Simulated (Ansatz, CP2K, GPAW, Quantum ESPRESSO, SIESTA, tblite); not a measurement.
# Running twisted graphene monolayer on bilayer, 77.90° (186 atoms) with GPAW, part 2 of 2

Wanted: GPAW inputs and outputs for twisted graphene monolayer on bilayer, 77.90° (186 atoms), checked against a plane-wave reference.

Program: GPAW 26.7.0; the method stands at each step. Banners, paths, timers and routine set-up lines are dropped from the logs unmarked, and long logs keep their key lines alone; longer cuts are marked.

So far. Step 3 (PBE, LCAO dzp, h 0.2 Å, other mixer settings): Against the first run (6.9 %), the force difference from the reference is 7.0 %, at 1.3 times the CPU time: another solver or mixer reaches the same state. Step 4 (PBE, LCAO sz(dzp), h 0.2 Å): Against the first run (6.9 %), the force difference from the reference is 31 %, at 0.13 times the CPU time (on 1 against 4 cores), with 744 basis functions against 2418: the smaller basis costs accuracy.

### 5. PBE, LCAO szp(dzp), h 0.2 Å

Method: Kohn-Sham DFT, PBE, PAW, atomic orbitals (szp(dzp)).

run.py

```python
import numpy as np
from ase.io import read
from gpaw import GPAW, FermiDirac
from ase.parallel import parprint as print

atoms = read("structure.xyz")
atoms.calc = GPAW(
    mode="lcao",
    basis="szp(dzp)",
    h=0.2,
    xc="PBE",
    kpts={"size": (1, 1, 1), "gamma": True},
    occupations=FermiDirac(0.05),
    maxiter=200,
    symmetry={"point_group": False},
    txt="gpaw.txt",
)
energy = atoms.get_potential_energy(force_consistent=True)
forces = atoms.get_forces()
print(f"energy {energy:.6f} eV")
print("forces (eV/A)")
for i, (a, f) in enumerate(zip(atoms, forces)):
    print(f"{i:4d} {a.symbol:2s} {f[0]:10.5f} {f[1]:10.5f} {f[2]:10.5f}")
print(f"Fermi level {atoms.calc.get_fermi_level():.4f} eV")
for k in range(len(atoms.calc.get_ibz_k_points())):
    for s in range(atoms.calc.get_number_of_spins()):
        e = atoms.calc.get_eigenvalues(kpt=k, spin=s)
        n = np.searchsorted(e, atoms.calc.get_fermi_level())
        print(f"k {k} spin {s} levels about the Fermi level:", np.round(e[max(n - 6, 0):n], 4).tolist(), "|", np.round(e[n:n + 6], 4).tolist())
```

structure.xyz

```xyz
186
Lattice="13.69670 0.00000 0.00000 -6.84835 11.86169 0.00000 0.00000 0.00000 20.69000" Properties=species:S:1:pos:R:3 pbc="T T T"
[... 186 atom lines left out: the same atoms as in the first run ...]
```

On the command line:

```bash
> OMP_NUM_THREADS=1 mpirun -np 2 gpaw python run.py > output.txt
```

Log:

```text
energy -1494.426077 eV
forces (eV/A)
   0 C    -3.92123    1.84400   -0.02073
   1 C     1.93617   -0.22350    0.09238
   2 C    -2.26807   -5.19386    0.05786
   3 C     2.22595    0.40826   -0.02557
   4 C    -4.63511    1.86526    0.41633
   5 C     3.24999    3.32970    0.08565
   6 C    -1.87968    2.51428   -0.39019
   7 C     4.12412   -1.72612    0.02290
   8 C    -1.13982    0.45215   -0.33765
   9 C    -1.81024   -3.41680    0.51614
  10 C     2.25713   -2.91760   -0.02038
  11 C     0.84720    2.93454    0.06633
  12 C    -2.62151   -0.16174    0.27080
  13 C     2.85823    2.10713    0.14883
  14 C     2.34919    2.14973    0.03528
  15 C    -2.90900   -2.13467   -0.18421
  16 C    -1.06779    0.20943   -0.27887
  17 C    -0.92183   -1.93064   -0.07490
  18 C     0.72239    2.78114   -0.47524
  19 C    -2.13297   -1.61337    0.81487
  20 C    -2.35534   -3.90821    0.38220
  21 C     1.79874   -0.12986    0.09014
  22 C     0.28019   -1.88863    0.02845
  23 C    -3.14255    3.48066    0.03626
[...]
178 C     3.59849    0.03468   -0.03836
 179 C    -3.33207   -0.67136   -0.32622
 180 C    -3.95260    0.85355    0.15743
 181 C    -1.04055    0.60743    0.14234
 182 C     5.48931    2.74912   -0.10539
 183 C    -4.14115    0.53967   -0.08584
 184 C     5.96778   -1.07465   -0.18380
 185 C     0.56507   -0.08570   -0.43463
Fermi level -0.8780 eV
k 0 spin 0 levels about the Fermi level: [-2.5618, -2.5391, -2.4972, -2.4641, -2.4267, -2.3528] | [0.3297, 0.3871, 0.4749, 0.5003, 0.5237, 0.5489]
```

gpaw.txt:

```text
Input parameters:
  mode=LCAO(),
  basis={'default': 'szp(dzp)'},
  h=0.2,
  kpts=MonkhorstPack(size=(1, 1, 1), gamma=True),
  maxiter=200,
  occupations=Occupations(name='fermi-dirac', width=0.05, fixmagmom=False),
  symmetry=Symmetry(point_group=False),
  xc=XC(name='PBE')
Unit cell  # Å
| periodic |         x |         y |         z |   lengths |     angles |
[... lines left out ...]
  Fermi-Dirac:
[... lines left out ...]
convergence criteria:
- Maximum [total energy] change in last 3 cyles: 0.0005 eV / valence electron
[... lines left out ...]
Converged in 9 steps
[... lines left out ...]
  Free energy:   -1494.426077
  Extrapolated:  -1494.426077
dipole moment: (50.005312, -34.465321, 0.003252)  # |e|*Ang
Fermi level: -0.878
Eigenvalues  # (at kpt = [0.000, 0.000, 0.000])
| band index |      eig [eV] | occ [0-2] |
|------------|---------------|-----------|
|          0 |       -20.969 |     2.000 |
|        ... |               |           |
|        364 |        -2.607 |     2.000 |
|        365 |        -2.599 |     2.000 |
[...]
|        379 |         0.586 |     0.000 |
|        ... |               |           |
|        450 |         6.221 |     0.000 |
Gap: 2.682 eV
Transition (v -> c):
  (s=0, k=0, n=371, [0.00, 0.00, 0.00]) -> (s=0, k=0, n=372, [0.00, 0.00, 0.00])
No difference between direct/indirect transitions
Force computation time: 16.953  # s
timing:  # [seconds]
  Total:  100.608  # ━━━━━━━━━━━━━━━━━━━━━━━━━━━━━━━━━━━━━━━━━━━━━━━━━━━━━━━━
  Init:     8.208  # ━━━━╸
  SCF:     75.439  # ━━━━━━━━━━━━━━━━━━━━━━━━━━━━━━━━━━━━━━━━━━
  Forces:  16.953  # ━━━━━━━━━╸
```

Wall time 1.7 min (2 MPI ranks of Arm Neoverse V1, shared host); peak memory 2 GiB.

Against the reference:

* r.m.s. force component: 1.99 eV/Å
* r.m.s. difference of force components: 240.8 meV/Å
* longest difference of force vectors: 1136 meV/Å
* force difference over r.m.s. force: 12.9 %
* slope of forces against the reference's: 1.061
* correlation of force components: 0.9943

This is a coarse setting, run to see what it loses.

Against the first run (6.9 %), the force difference from the reference is 13 %, at 0.37 times the CPU time (on 2 against 4 cores), with 1674 basis functions against 2418: the smaller basis costs accuracy.

### 6. Side by side

Differences are against the plane-wave reference, forces as r.m.s. over components; share is that over the reference's r.m.s. force, slope the least-squares factor from reference forces to these. Total energies of different programs have different zeros and aren't compared.

```csv
run,"Δ force, r.m.s. (meV/Å)",share (%),slope,cores,CPU time,memory (GiB)
reference,-,-,-,4,72 min,14
"GPAW PBE, LCAO dzp, h 0.2 Å",128,6.88,1.058,4,9.2 min,4.0
"GPAW PBE, LCAO dzp, h 0.2 Å, other mixer settings",130,6.96,1.059,4,12 min,4.0
"GPAW PBE, LCAO sz(dzp), h 0.2 Å (coarse)",574,30.8,1.255,1,69 s,1.4
"GPAW PBE, LCAO szp(dzp), h 0.2 Å (coarse)",241,12.9,1.061,2,3.4 min,2.0
```

Rows marked coarse were listed beforehand as settings not expected to be converged; some can still land near the reference.

CPU time is summed over cores on a shared host, where runs went side by side, so it is rough. Symmetry, cutoffs, thresholds, outputs and thread counts weren't matched or tuned between programs; memory under MPI is the largest rank's times the ranks.

Within one program, basis, potentials and functional, energies share a zero. Each run against its twin at the usual cutoff or grid and solver:

```csv
run,twin,Δ energy (meV/atom),"Δ force, r.m.s. (meV/Å)",CPU time over the twin's
"GPAW PBE, LCAO dzp, h 0.2 Å, other mixer settings","LCAO dzp, h 0.2 Å",-1.0e-4,2.83,1.3
```

### 7. Outcome

```yaml
nearest_in_forces: GPAW PBE, LCAO dzp, h 0.2 Å, 6.9 %
its_cpu_time: 9.2 min
```

The PBE runs in local orbitals, coarse settings apart, differ by 6.9 % (GPAW PBE, LCAO dzp, h 0.2 Å) to 7.0 % (GPAW PBE, LCAO dzp, h 0.2 Å, other mixer settings); basis, grid and potentials can all enter. Runs with settings chosen to be coarse differ by 13 % (GPAW PBE, LCAO szp(dzp), h 0.2 Å) to 31 % (GPAW PBE, LCAO sz(dzp), h 0.2 Å), their programs' other errors included. Of the electronic-structure runs that take under half the reference's CPU time, GPAW PBE, LCAO dzp, h 0.2 Å is among the nearest, at 6.9 % in 9.2 min against 72 min. GPAW PBE, LCAO sz(dzp), h 0.2 Å stiffens the forces by a factor of 1.25 while following their directions (correlation 0.991); the slopes of the 4 GPAW runs lie between 1.06 and 1.25. The reference's PBE has no dispersion term, which matters for the binding between molecules or layers. One k-point is far too coarse for the carbon or group-IV sheet, and it can put spurious forces of up to about 1 eV/Å on the sheet's atoms. The electronic-structure runs sample only Γ, in a cell whose shortest periodic width is 12 Å.

[Also dropped from logs without a mark: logging warnings of Python, and SIESTA's first energy breakdown and zero terms.]

[Logs are printed without paths, hosts, clocks, repeated set-up lines and the standing remarks that a program may print on its own settings, such as how far it seeks lower states.]

[Hosts, paths, dates, database ids (printed as entryN), source tags and the programs' standing remarks are cut or masked in the printed files.]
